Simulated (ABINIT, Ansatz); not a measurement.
# Quasiparticle gap of Bi2S2O (P4/nmm) in ABINIT, part 3 of 3

Aim: the G0W0 gap of Bi2S2O (P4/nmm) on PBEsol, step by step.

ABINIT 10.8.3; PBEsol and many-body steps on it, plane waves. Known limits of the many-body steps: not at the basis limit; no spin-orbit coupling; coarse k mesh.

So far. Step 3 (Bands along the symmetry lines): The gap is 0.945 eV, as in the run before at this level. Step 4 (Empty states on the mesh, 4×4×1 mesh, 462 bands): On this mesh the gap is 0.945 eV.

### Step 5. Screening, 4×4×1 mesh, 420 bands, screening to 176.9 eV

The RPA dielectric matrix is built and inverted for each q.

This step: RPA screening on PBEsol, plane waves, norm-conserving pseudopotentials.

Input file run.abi:

```
acell 3*1.0 Angstrom
rprim 
  3.954101390000 0.000000000000 0.000000000000
  0.000000000000 3.954101390000 0.000000000000
  0.000000000000 0.000000000000 14.050579580000
ntypat 3
znucl 83 16 8
natom 10
typat 1 1 1 1 2 2 2 2 3 3
xred 
  0.000000000000 0.500000000000 0.866495830000
  0.500000000000 0.000000000000 0.133504170000
  0.500000000000 0.000000000000 0.589093140000
  0.000000000000 0.500000000000 0.410906860000
  0.500000000000 0.000000000000 0.894313410000
  0.000000000000 0.500000000000 0.105686590000
  0.000000000000 0.500000000000 0.687487520000
  0.500000000000 0.000000000000 0.312512480000
  0.000000000000 0.000000000000 0.500000000000
  0.500000000000 0.500000000000 0.500000000000
pp_dirpath "pseudos"
pseudos "Bi.upf, S.upf, O.upf"
ecut 42
ngkpt 4 4 1
nshiftk 1
shiftk 0 0 0
kptopt 1
chksymbreak 0
istwfk *1
occopt 1
irdwfk 1
optdriver 3
nband 420
ecuteps 6.5
inclvkb 2
awtr 1
symchi 1
indata_prefix "in"
outdata_prefix "out"
tmpdata_prefix "tmp"
```

The run is started by

```console
$ OMP_NUM_THREADS=1 mpirun -n 8 abinit run.abi > log
```

Numbers of over 12 decimals in the logs are rounded to 6 here.

Output:

```text
.Version 10.8.3 of ABINIT. v10.8.2 released Aug 2026.

 Symmetries : space group P4/n m m (#129); Bravais tP (primitive tetrag.)
[... echo of the input left out ...]
== DATASET  1 ==================================================================
-   mpi_nproc: 8, omp_nthreads: 1 (-1 if OMP is not activated)

--- !DatasetInfo
iteration_state: {dtset: 1, }
dimensions: {natom: 10, nkpt: 6, mband: 420, nsppol: 1, nspinor: 1, nspden: 1, mpw: 19392, }
cutoff_energies: {ecut:  42.0, pawecutdg:  -1.0, }
electrons: {nelect:   1.28000000E+02, charge:   0.00000000E+00, occopt:   1.00000000E+00, tsmear:   1.00000000E-02, }

 SCREENING: Calculation of the susceptibility and dielectric matrices

 Based on a program developped by R.W. Godby, V. Olevano, G. Onida, and L. Reining.
 Incorporated in ABINIT by V. Olevano, G.-M. Rignanese, and M. Torrent.
.Using double precision arithmetic ; gwpc =  8

[... cell and pseudopotentials left out ...]
--------------------------------------------------------------------------------

 ==== K-mesh for the wavefunctions ====
 Number of points in the irreducible wedge :     6
[... list of points left out ...]
 Together with 16 symmetry operations and time-reversal symmetry
 yields    16 points in the full Brillouin Zone.

 ==== Q-mesh for the screening function ====
 Number of points in the irreducible wedge :     6
[... list of points left out ...]
 Together with 16 symmetry operations and time-reversal symmetry
 yields    16 points in the full Brillouin Zone.

 setmesh: FFT mesh size selected  =    32x   32x  108
          total number of points  =       110592

 vcoul_init : cutoff-mode = AUXILIARY_FUNCTION
 q-points for optical limit:   1
     1)      0.000010    0.000020    0.000030

- screening: taking advantage of time-reversal symmetry
- Maximum band index for partially occupied states nbvw = 64
- Remaining bands to be divided among processors   nbcw = 356
- Number of bands treated by each node ~44

 Number of electrons calculated from density =  128.0000; Expected =  128.0000
 average of density, n =  0.086342
 r_s =    1.4036
 omega_plasma =   28.3444 [eV]

 calculating chi0 at frequencies [eV] :
  1    0.000000E+00    0.000000E+00
  2    0.000000E+00    2.834441E+01

--------------------------------------------------------------------------------
  q-point number  1        q = ( 0.000000, 0.000000, 0.000000) [r.l.u.]
--------------------------------------------------------------------------------
[... chi0 elements left out ...]
 For q-point:  0.000010 0.000020 0.000030
  dielectric constant =  24.7452
  dielectric constant without local fields =  26.8010

  Average fulfillment of the sum rule on Im[epsilon] for q-point    1 :     78.81  [%]
[... wings left out ...]
  q-point number  2        q = ( 0.250000, 0.000000, 0.000000) [r.l.u.]
--------------------------------------------------------------------------------
[... chi0 elements left out ...]
  Average fulfillment of the sum rule on Im[epsilon] for q-point    2 :     79.57  [%]

 [... 4 further q-points ...]
```

The job ended after 19 min (8 MPI ranks of AMD EPYC 9R45, shared host; peak memory 13 GiB; 2.6 h of CPU time).

This step gave:

* ε∞ with local fields, on this mesh, along the program's q direction: 24.75
* the same without local fields: 26.80
* plasma frequency: 28.34 eV
* plane waves in the screening matrix: 1203

Local fields lower ε∞ by 8 %. On a Γ-centred mesh this coarse the value itself is usually too large, while a short band sum pulls it down.

### Step 6. Self-energy, 4×4×1 mesh, 420 bands, screening to 176.9 eV

The self-energy is evaluated for the states that the input lists, and the levels follow from it, in one-shot runs by the linearised quasiparticle equation.

This step: G0W0 on PBEsol, plane waves, norm-conserving pseudopotentials.

run.abi, as its differences from that of step 5:

```diff
@@ -31,8 +31,17 @@
 irdwfk 1
-optdriver 3
+optdriver 4
 nband 420
+gwcalctyp 0
+ecutsigx 42
+symsigma 1
+nkptgw 2
+kptgw 
+  0.5000000000 0.0000000000 0.0000000000
+  0.0000000000 0.0000000000 0.0000000000
+bdgw 
+  63 66
+  63 66
 ecuteps 6.5
-inclvkb 2
-awtr 1
-symchi 1
+irdscr 1
+ppmodel 1
 indata_prefix "in"
```

Output:

```text
.Version 10.8.3 of ABINIT. v10.8.2 released Aug 2026.

 Symmetries : space group P4/n m m (#129); Bravais tP (primitive tetrag.)
[... echo of the input left out ...]
== DATASET  1 ==================================================================
-   mpi_nproc: 8, omp_nthreads: 1 (-1 if OMP is not activated)

--- !DatasetInfo
iteration_state: {dtset: 1, }
dimensions: {natom: 10, nkpt: 6, mband: 420, nsppol: 1, nspinor: 1, nspden: 1, mpw: 19392, }
cutoff_energies: {ecut:  42.0, pawecutdg:  -1.0, }
electrons: {nelect:   1.28000000E+02, charge:   0.00000000E+00, occopt:   1.00000000E+00, tsmear:   1.00000000E-02, }

 SIGMA: Calculation of the GW corrections

 Based on a program developped by R.W. Godby, V. Olevano, G. Onida, and L. Reining.
 Incorporated in ABINIT by V. Olevano, G.-M. Rignanese, and M. Torrent.
.Using double precision arithmetic ; gwpc =  8

[... cell and pseudopotentials left out ...]
--------------------------------------------------------------------------------

 ==== K-mesh for the wavefunctions ====
 Number of points in the irreducible wedge :     6
[... list of points left out ...]
 Together with 16 symmetry operations and time-reversal symmetry
 yields    16 points in the full Brillouin Zone.

 ==== Q-mesh for screening function ====
 Number of points in the irreducible wedge :     6
[... list of points left out ...]
 Together with 16 symmetry operations and time-reversal symmetry
 yields    16 points in the full Brillouin Zone.

 vcoul_init : cutoff-mode = AUXILIARY_FUNCTION
 q-points for optical limit:   1
     1)      0.000010    0.000020    0.000030
 setmesh: FFT mesh size selected  =    48x   48x  160
          total number of points  =       368640

 Number of electrons calculated from density =  128.0000; Expected =  128.0000
 average of density, n =  0.086342
 r_s =    1.4036
 omega_plasma =   28.3444 [eV]

 === KS Band Gaps ===
  >>>> For spin  1
   Minimum direct gap =   0.9448 [eV], located at k-point      :   0.5000  0.0000  0.0000
   Fundamental gap    =   0.9448 [eV], Top of valence bands at :   0.5000  0.0000  0.0000
                                       Bottom of conduction at :   0.5000  0.0000  0.0000
 SIGMA fundamental parameters:
 PLASMON POLE MODEL  1
 number of plane-waves for SigmaX                19313
 number of plane-waves for SigmaC and W           1203
 number of plane-waves for wavefunctions         19313
 number of bands                                   420
 number of independent spin polarizations            1
 number of spinorial components                      1
 number of k-points in IBZ                           6
 number of q-points in IBZ                           6
 number of symmetry operations                      16
 number of k-points in BZ                           16
 number of q-points in BZ                           16
 number of frequencies for dSigma/dE                 9
 frequency step for dSigma/dE [eV]                0.25
 number of omega for Sigma on real axis              0
 max omega for Sigma on real axis  [eV]           0.00
 zcut for avoiding poles [eV]                     0.10

 EPSILON^-1 parameters (SCR file):
 dimension of the eps^-1 matrix on file           1203
 dimension of the eps^-1 matrix used              1203
 number of plane-waves for wavefunctions         19313
 number of bands                                   420
 number of q-points in IBZ                           6
 number of frequencies                               2
 number of real frequencies                          1
 number of imag frequencies                          1

 matrix elements of self-energy operator (all in [eV])

 Perturbative Calculation

--- !SelfEnergy_ee
iteration_state: {dtset: 1, }
kpoint     : [   0.500,    0.000,    0.000, ]
spin       : 1
KS_gap     :    0.945
QP_gap     :    1.325
Delta_QP_KS:    0.380
data: !SigmaeeData |
     Band     E0 <VxcDFT>   SigX SigC(E0)      Z dSigC/dE  Sig(E)    E-E0       E
       63   6.641 -13.850 -15.211   1.029   0.785  -0.274 -14.111  -0.261   6.380
       64   6.641 -13.850 -15.211   1.029   0.785  -0.274 -14.111  -0.261   6.380
       65   7.586 -12.478  -9.410  -2.919   0.798  -0.253 -12.359   0.119   7.705
       66   7.586 -12.478  -9.410  -2.919   0.798  -0.253 -12.359   0.119   7.705

--- !SelfEnergy_ee
iteration_state: {dtset: 1, }
kpoint     : [   0.000,    0.000,    0.000, ]
spin       : 1
KS_gap     :    2.153
QP_gap     :    2.991
Delta_QP_KS:    0.838
data: !SigmaeeData |
     Band     E0 <VxcDFT>   SigX SigC(E0)      Z dSigC/dE  Sig(E)    E-E0       E
       63   5.889 -13.173 -16.354   2.504   0.766  -0.305 -13.692  -0.519   5.370
       64   5.889 -13.173 -16.354   2.504   0.766  -0.305 -13.692  -0.519   5.370
       65   8.043 -12.015  -8.200  -3.422   0.810  -0.235 -11.697   0.318   8.361
       66   8.788 -12.086  -8.078  -3.596   0.808  -0.238 -11.753   0.333   9.121

== END DATASET(S) ==============================================================
================================================================================

 -outvars: echo values of variables after computation  --------
           etotal      0.0000000000E+00
            nband         420
             nkpt           6
          spgroup         129
 [... the other variables as echoed above ...]

 Calculation completed.
```

Run time: 2.5 min. Hardware: 8 MPI ranks; peak memory 11 GiB; 20 min of CPU time.

This step gave:

- G0W0 gap on the points computed: 1.325 eV
- starting gap on the mesh: 0.9451 eV
- k of the valence top: 0.5, 0, 0
- k of the conduction bottom: 0.5, 0, 0
- Z at the valence top: 0.785
- Z at the conduction bottom: 0.798
- least direct G0W0 gap on the computed points: 1.325 eV

The gap on the mesh goes from 0.95 eV to 1.33 eV, a correction of +0.38 eV.

Limits: finite bands, cutoff and mesh; no spin-orbit coupling; coarse k mesh. v1 is the top filled band, c1 the lowest empty one. The levels before and after the correction (eV, zero at the valence-band top of each column):

```
           conduction bottom  valence top
Kohn-Sham               0.95         0.00
     G0W0               1.32         0.00
```

```
                     level  energy (eV)
Kohn-Sham  (0.5 0 0) v2-v1        0.000
Kohn-Sham  (0.5 0 0) c1-c2        0.945
     G0W0  (0.5 0 0) v2-v1        0.000
     G0W0  (0.5 0 0) c1-c2        1.325
```

### Step 7. Where the time went

Times are wall times on 8 MPI ranks of AMD EPYC 9R45, shared host, good to a factor of about two.

```
                          step     time  share  memory (GiB)
                  ground state  4.5 min   11 %           1.8
bands along the symmetry lines  3.4 min    8 %           1.8
      empty states on the mesh   11 min   28 %           1.9
                     screening   19 min   47 %            13
                   self-energy  2.5 min    6 %            11
```

### Step 8. Results

- PBEsol gap: 0.95 eV, direct
- G0W0 gap on the mesh: 1.33 eV
- GW settings: 4×4×1 mesh, 420 bands, screening to 176.9 eV, Godby-Needs plasmon pole
- known limits: not at the basis limit; no spin-orbit coupling; coarse k mesh

**Reading.** G0W0 moves the gap on the mesh from 0.95 eV to 1.33 eV (+0.38 eV), with Z of 0.79 and 0.80 at the edges. Local fields lower the RPA ε∞ on this mesh from 26.80 to 24.75; a Γ-centred mesh this coarse tends to raise both, most where the direct gap is narrow, while a short band sum lowers them. Only 2 of the mesh's irreducible points were corrected, so a valley elsewhere could overtake. The dearest step here is «screening». Bands and cutoff are finite, so the gap is not at the basis limit. The miss can reach some tenths of an eV and take either sign; the mesh is an error of its own. In the G0W0 run levels were corrected at 2 k points alone, so a gap called «on the mesh» is the least over those, and an edge elsewhere would be missed. The 4×4×1 mesh is coarse for this cell, which bears on the long-range parts of exchange and screening. Where an edge is built on 6p states of lead, bismuth or thallium, scalar-relativistic gaps usually stand too wide, by a few tenths to over one eV. The many-body steps are scalar-relativistic: spin-orbit coupling is not in them.

[Paths, hosts, dates, memory and timing lines, banners, echoed tables and standing remarks are left out of the program output.]

[Logs are printed without paths, hosts, clocks, repeated set-up lines and the standing remarks that a program may print on its own settings, such as how far it seeks lower states.]

[Runs of the session that timed out or met a known fault of the program may be left out.]

[Hosts, paths, dates, database ids (printed as entryN), source tags and the programs' standing remarks are cut or masked in the printed files.]

[G0W0 gaps are taken among the corrected bands and points alone; a level outside them can change the order at an edge.]

[Where Ansatz stands beside ABINIT at settings called matched, ABINIT's density can come from a denser mesh and the files from another edition; pairs whose starting gaps differed by over 0.03 eV were left out, so agreement reads better than it is.]
